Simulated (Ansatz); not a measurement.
**LaBiS2O (P4/nmm): G0W0 under other settings**

Aim: change settings of a G0W0 run on LaBiS2O (P4/nmm) and see what moves.

Calculated with Ansatz 0.2.0; G0W0 on r2SCAN, plane waves, PAW; PAW set soft_1.

### Step 1. Set-up

It takes space group P4/nmm (No. 129, tetragonal). Conventional cell: a = 4.065 Å, b = 4.065 Å, c = 13.861 Å, α = 90.00°, β = 90.00°, γ = 90.00°. La has 4 O at 2.38 Å and 4 S at 3.20 Å nearest. Nearest to Bi lie 5 S at 2.48 to 2.89 Å. Nearest to S lie 4 Bi at 2.89 Å. S has 1 Bi at 2.48 Å and 4 La at 3.20 Å nearest. Nearest to O lie 4 La at 2.38 Å. Farther neighbours and most contacts between anions are not listed.

Geometry: measured lattice cell, ions relaxed with r2SCAN; the structure entry is the Materials Project's. The runs that relaxed it are not among those shown. Spin-orbit coupling is left out unless a step names it.

### Step 2. The base run: 4×4×2 mesh, 443 empty bands, screening to 90 eV, PAW set soft_1 files

G0W0 replaces the xc potential by the self-energy, built once from these orbitals. Only a window of levels is corrected, while the sums run over the empty bands that the input names. This step takes PAW set soft_1 files.

File input.yaml:

```yaml
crystal:
  lattice:
    - [4.0646, 0.0, 0.0]
    - [0.0, 4.0646, 0.0]
    - [0.0, 0.0, 13.8614]
  atoms:
    - { symbol: La, position: [0.5, 0.0, 0.589244592] }
    - { symbol: La, position: [0.0, 0.5, 0.410755408] }
    - { symbol: Bi, position: [0.0, 0.5, 0.8700583546] }
    - { symbol: Bi, position: [0.5, 0.0, 0.1299416454] }
    - { symbol: S, position: [0.5, 0.0, 0.8884344053] }
    - { symbol: S, position: [0.0, 0.5, 0.1115655947] }
    - { symbol: S, position: [0.0, 0.5, 0.6909732264] }
    - { symbol: S, position: [0.5, 0.0, 0.3090267736] }
    - { symbol: O, position: [0.0, 0.0, 0.5] }
    - { symbol: O, position: [0.5, 0.5, 0.5] }
kpoints:
  mp_grid: { grid: [4, 4, 2] }
hamiltonian:
  xc: r2scan
  pseudopotentials: { kind: paw, azcp: { folder: soft_1 } }
scf:
  occupations: { method: fixed }
gw:
  n_empty_bands: 443
  ecut_chi: 90
  qp_bands: [v3, c3]
  qp_kpoints: band_edges
  screening: { model: contour_deformation }
```

On the command line:

```sh
$ ansatz run input.yaml --threads 24 --pin off --max-ram 82944MiB --backend cuda --events-out ev --progress --plain --runs-dir out --devices 1 --max-vram 78GiB
```

Numbers of over 12 decimals in the logs are rounded to 6 here.

What it wrote:

```text
GPUs: using 1 of 1 available (devices: 1).
Engine: ansatz 0.2.0, aarch64-unknown-linux-gnu
Pseudopotentials: kind: paw
Pseudopotential: La, paw, valence charge 11, recommended cutoff 500 eV (meta_gga), soft_1/La.paw.azcp
Pseudopotential: Bi, paw, valence charge 15, recommended cutoff 500 eV (meta_gga), soft_1/Bi.paw.azcp
Pseudopotential: S, paw, valence charge 6, recommended cutoff 500 eV (meta_gga), soft_1/S.paw.azcp
Pseudopotential: O, paw, valence charge 6, recommended cutoff 500 eV (meta_gga), soft_1/O.paw.azcp
Functional definition: r2SCAN
  parameter k0 = 0.174
  parameter k1 = 0.065
  parameter a1 = 4.9479
  exchange = r2scan_x(k0 = k0, k1 = k1, a1 = a1)
  correlation = r2scan_c
[...]
Crystal: 10 atoms, lattice volume = 229.004 Å³
Basis set: ecut = 500 eV, 5867 PW (Γ), exchange–correlation on 120×120×432 points (64 copies of the dense FFT grid, shifted against one another)
Bands: 54, of which v1, the nominal top of the filled ones, is band 44 counted from 1 (43 counted from 0)
Symmetry: 16 space group operations
Space group: P4/nmm (ITA 129), of the structure as read, at distance tolerance 6.1e-5 Å
k-points: 12 of 32
Non-local potential: La, projectors of the file, l = 0: 3, l = 1: 2, l = 2: 2, l = 3: 3
Non-local potential: Bi, projectors of the file, l = 0: 2, l = 1: 2, l = 2: 2, l = 3: 1
Non-local potential: S, projectors of the file, l = 0: 2, l = 1: 2, l = 2: 1
Non-local potential: O, projectors of the file, l = 0: 2, l = 1: 2, l = 2: 1
PAW form: soft (Blöchl's): semilocal exchange-correlation on the pseudo side does not see the compensation charge
PAW frozen core: La, regenerated for the run's functional (the file was generated under x = pbe(κ = 0.804, μ = 0.219515), c = pbe(β = 0.066725))
PAW frozen core: Bi, regenerated for the run's functional (the file was generated under x = pbe(κ = 0.804, μ = 0.219515), c = pbe(β = 0.066725))
PAW frozen core: S, regenerated for the run's functional (the file was generated under x = pbe(κ = 0.804, μ = 0.219515), c = pbe(β = 0.066725))
PAW frozen core: O, regenerated for the run's functional (the file was generated under x = pbe(κ = 0.804, μ = 0.219515), c = pbe(β = 0.066725))
PAW one-centre angular grid: La, 974 points (default); XC on 160 Gauss nodes
PAW one-centre angular grid: Bi, 590 points (default); XC on 160 Gauss nodes
PAW one-centre angular grid: S, 302 points (default); XC on 160 Gauss nodes
[...]
Initial density: superposition of atomic densities (chi_scale 0.1, normalization cell, long waves kept (reshape's long-wave potential 0.46 eV rms))
Initial wavefunctions: pseudopotential atomic-orbital guess
[...]
Functional: x = r2scan, c = r2scan; τ floored in thin density (d = 2e-4 eV/Å³)
SCF iter   1: F=—  HF=-42131.848449 eV  |F-HF|=—  |Δ(HF+E_count)|=         —  Δρ=3.46e-2  dr2=8.22e0  dr2_τ=1.61e-1  ethr=3.10e-3  ⟨swp⟩=5.3  Hψ=2431  notcnv=0  defer=48
preconditioner: auto → Resta (q_TF=auto, 2.326 Å⁻¹)  ε∞=4.9  [insulator: Δε(μ)=1.234 eV  Ē_g=9.657 eV  n_scr=50 (ndim 8)  ℏωp=19.0 eV  f_vac=0.000  ε∞_Penn≈4.9]
SCF iter   2: F=—  HF=-42131.085751 eV  |F-HF|=—  |Δ(HF+E_count)|=   7.63e-1  Δρ=1.88e-2  dr2=1.70e0  dr2_τ=3.03e-2  ethr=3.10e-3  ⟨swp⟩=4.5  Hψ=1283  notcnv=0  defer=83
SCF iter   3: F=—  HF=-42131.084556 eV  |F-HF|=—  |Δ(HF+E_count)|=   1.19e-3  Δρ=1.33e-2  dr2=3.44e-1  dr2_τ=4.45e-2  ethr=1.94e-3  ⟨swp⟩=5.0  Hψ=1613  notcnv=0  defer=88
SCF iter   4: F=—  HF=-42131.043262 eV  |F-HF|=—  |Δ(HF+E_count)|=   4.13e-2  Δρ=3.90e-3  dr2=4.30e-2  dr2_τ=2.95e-3  ethr=3.91e-4  ⟨swp⟩=2.6  Hψ=1176  notcnv=0  defer=95
SCF iter   5: F=—  HF=-42131.046280 eV  |F-HF|=—  |Δ(HF+E_count)|=   3.02e-3  Δρ=1.11e-3  dr2=4.00e-3  dr2_τ=1.02e-4  ethr=4.88e-5  ⟨swp⟩=3.1  Hψ=1093  notcnv=0  defer=98
SCF iter   6: F=—  HF=-42131.047189 eV  |F-HF|=—  |Δ(HF+E_count)|=   9.09e-4  Δρ=2.94e-4  dr2=5.04e-4  dr2_τ=2.75e-5  ethr=4.54e-6  ⟨swp⟩=3.4  Hψ=1120  notcnv=0  defer=95
SCF iter   7: F=—  HF=-42131.047219 eV  |F-HF|=—  |Δ(HF+E_count)|=   3.01e-5  Δρ=6.94e-5  dr2=1.65e-5  dr2_τ=1.31e-6  ethr=5.72e-7  ⟨swp⟩=2.0  Hψ=1064  notcnv=0  defer=95
[...]
SCF 1 converged in 9 iterations: F = -42131.047226 eV  dr2 = 9.87e-8
[...]
SCF converged after 9 iterations
[...]
gw.qp_kpoints: band_edges: 8 of 12 stored k-points solved, in 1 pass; an edge of the gap read off the rows below is read off those points alone
    valence top: of the k-points left out ik 9 came nearest to being solved in a further pass, in band 43 (counted from 1, as in the quasiparticle table): it holds the edge there only if its correction is more favourable than any solved in that band by at least 0.691 eV; those differ by 0.081 eV
    conduction bottom: of the k-points left out ik 9 came nearest to being solved in a further pass, in band 45 (counted from 1, as in the quasiparticle table): it holds the edge there only if its correction is more favourable than any solved in that band by at least 2.337 eV; those differ by 1.195 eV
    ik  band        ε_KS         Σx   Σc(E_QP)       V_xc       Z   E_QP_lin       E_QP  E_QP is
     0    42      7.2278   -18.1866     2.6351   -15.3138  0.7214     6.9879     6.9901  root
     0    43      7.6615   -20.5087     3.0891   -17.3274  0.7269     7.5691     7.5694  root
     0    44      7.6615   -20.5087     3.0891   -17.3274  0.7269     7.5691     7.5694  root
     0    45     11.6819    -9.9001    -5.4846   -16.6301  0.7594    12.9863    12.9272  root
     0    46     11.9455    -8.5046    -4.2787   -13.2359  0.7633    12.4056    12.3981  root
     0    47     12.0312    -9.9503    -4.0508   -14.5176  0.7532    12.5590    12.5477  root
     1    42      7.4744   -19.6385     2.4238   -17.1724  0.7348     7.4320     7.4321  root
     1    43      7.6498   -20.5530     3.1118   -17.3468  0.7268     7.5552     7.5555  root
[...]
7    44      7.3263   -18.4908     2.0491   -16.3753  0.7365     7.2598     7.2599  root
     7    45      9.6345   -10.3792    -3.2581   -13.8518  0.7605     9.8504     9.8490  root
     7    46      9.8575   -10.8925    -3.2481   -14.3874  0.7533    10.1062    10.1043  root
     7    47     11.7214    -9.4205    -3.9748   -13.8334  0.7610    12.1661    12.1594  root
```

Wall time 8.2 s (1 × NVIDIA GB200 (shared by 2 runs) with 24 threads of Arm Neoverse V2, shared host); peak memory 2.9 GiB.

Numbers from this step:

| Property | Result |
| --- | --- |
| bands summed | 487 |
| RPA ε∞ on this mesh (eigenvalues) | 6.363, 19.38, 19.38 |
| plane waves in the screening matrix | 433 |
| q-points in the mesh | 32 |
| G0W0 gap on the mesh | 1.303 eV |
| k of the valence top | 0, -0.5, 0 |
| k of the conduction bottom | 0, -0.5, 0 |
| starting gap on the mesh | 1.137 eV |
| Z at the valence top | 0.7449 |
| Z at the conduction bottom | 0.7652 |
| least direct G0W0 gap on the computed points | 1.303 eV |

The gap on the mesh goes from 1.14 eV to 1.30 eV, a correction of +0.17 eV. Between the two edge states, bare exchange in place of the xc potential would open the gap by 4.46 eV, and correlation takes back 4.30 eV.

### Step 3. Variant: guard bands

input.yaml, as its differences from that of step 2:

```diff
@@ -24,4 +24,4 @@
 gw:
-  n_empty_bands: 443
-  ecut_chi: 90
+  n_empty_bands: 372
+  ecut_chi: 80
   qp_bands: [v3, c3]
@@ -29 +29,2 @@
   screening: { model: contour_deformation }
+  n_guard_bands: 2
```

What it wrote:

```text
GPUs: using 1 of 1 available (devices: 1).
[...]
Crystal: 10 atoms, lattice volume = 229.004 Å³
Basis set: ecut = 500 eV, 5867 PW (Γ), exchange–correlation on 120×120×432 points (64 copies of the dense FFT grid, shifted against one another)
Bands: 54, of which v1, the nominal top of the filled ones, is band 44 counted from 1 (43 counted from 0)
Symmetry: 16 space group operations
[...]
k-points: 12 of 32
[...]
SCF iter   1: F=—  HF=-42131.848449 eV  |F-HF|=—  |Δ(HF+E_count)|=         —  Δρ=3.46e-2  dr2=8.22e0  dr2_τ=1.61e-1  ethr=3.10e-3  ⟨swp⟩=5.3  Hψ=2431  notcnv=0  defer=48
[...]
SCF iter   7: F=—  HF=-42131.047219 eV  |F-HF|=—  |Δ(HF+E_count)|=   3.01e-5  Δρ=6.94e-5  dr2=1.65e-5  dr2_τ=1.31e-6  ethr=5.72e-7  ⟨swp⟩=2.0  Hψ=1064  notcnv=0  defer=95
[...]
SCF 1 converged in 9 iterations: F = -42131.047226 eV  dr2 = 9.87e-8
[...]
SCF converged after 9 iterations
[...]
0    42      7.2278   -18.1866     2.6881   -15.3138  0.7223     7.0418     7.0431  root
     0    43      7.6615   -20.5087     3.1464   -17.3274  0.7279     7.6267     7.6267  root
     0    44      7.6615   -20.5087     3.1464   -17.3274  0.7279     7.6267     7.6267  root
     0    45     11.6819    -9.9001    -5.4409   -16.6301  0.7600    13.0322    12.9710  root
     0    46     11.9455    -8.5046    -4.2325   -13.2359  0.7638    12.4536    12.4442  root
     0    47     12.0312    -9.9503    -3.9996   -14.5176  0.7538    12.6131    12.5989  root
     1    42      7.4744   -19.6385     2.4838   -17.1724  0.7357     7.4921     7.4921  root
     1    43      7.6498   -20.5530     3.1689   -17.3468  0.7278     7.6126     7.6126  root
[...]
7    44      7.3263   -18.4908     2.1082   -16.3753  0.7374     7.3189     7.3189  root
     7    45      9.6345   -10.3792    -3.2024   -13.8518  0.7609     9.9071     9.9047  root
     7    46      9.8575   -10.8925    -3.1901   -14.3874  0.7538    10.1654    10.1622  root
     7    47     11.7214    -9.4205    -3.9249   -13.8334  0.7615    12.2178    12.2093  root
```

Elapsed: 8.1 s, on 1 × NVIDIA GB200 (shared by 2 runs) with 24 threads; peak memory 2.6 GiB; 29 s of CPU time.

The G0W0 gap on the mesh is 1.289 eV.

Against the base:

```
              setting  base  variant
          empty bands   443      372
screening cutoff (eV)    90       80
        n guard bands     -        2
```

```
                                    quantity  variant   base
                    starting gap on the mesh    1.137  1.137
                        G0W0 gap on the mesh    1.289  1.303
least direct G0W0 gap on the computed points    1.289  1.303
                        Z at the valence top    0.746  0.745
                  Z at the conduction bottom    0.766  0.765
```

### Step 4. Results

- base: 1.30 eV, 8.2 s
- guard bands: 1.29 eV, 8.1 s

What this shows: Guard bands: the gap moves by −0.01 eV. The variant differs from the base in empty bands, screening cutoff and n guard bands together, so the change can't be laid to one of them. All runs here use a coarse mesh and modest cutoffs; they test settings and are not final values. The 4×4×2 mesh is coarse for this cell (its supercell is 16 Å along the shortest edge). The RPA ε∞ on it, from the r2SCAN start, is 6.36 and 19.38; such meshes misread the long-range screening, most where the gap is narrow. Where an edge is built on 6p states of lead, bismuth or thallium, scalar-relativistic gaps usually stand too wide, by a few tenths to over one eV. Empty 4f levels lie among the conduction bands. Their place in the start is unsure; it enters the screening, and the edge itself where they lie low. The many-body steps are scalar-relativistic: spin-orbit coupling is not in them.

[Paths, hosts, dates, memory and timing lines, banners, echoed tables and standing remarks are left out of the program output.]

[Logs are printed without paths, hosts, clocks, repeated set-up lines and the standing remarks that a program may print on its own settings, such as how far it seeks lower states.]

[Runs of the session that timed out or met a known fault of the program may be left out.]

[Cells called generated may have been cut or substituted from an entry of the Crystallography Open Database or the Materials Project.]

[Hosts, paths, dates, database ids (printed as entryN), source tags and the programs' standing remarks are cut or masked in the printed files.]
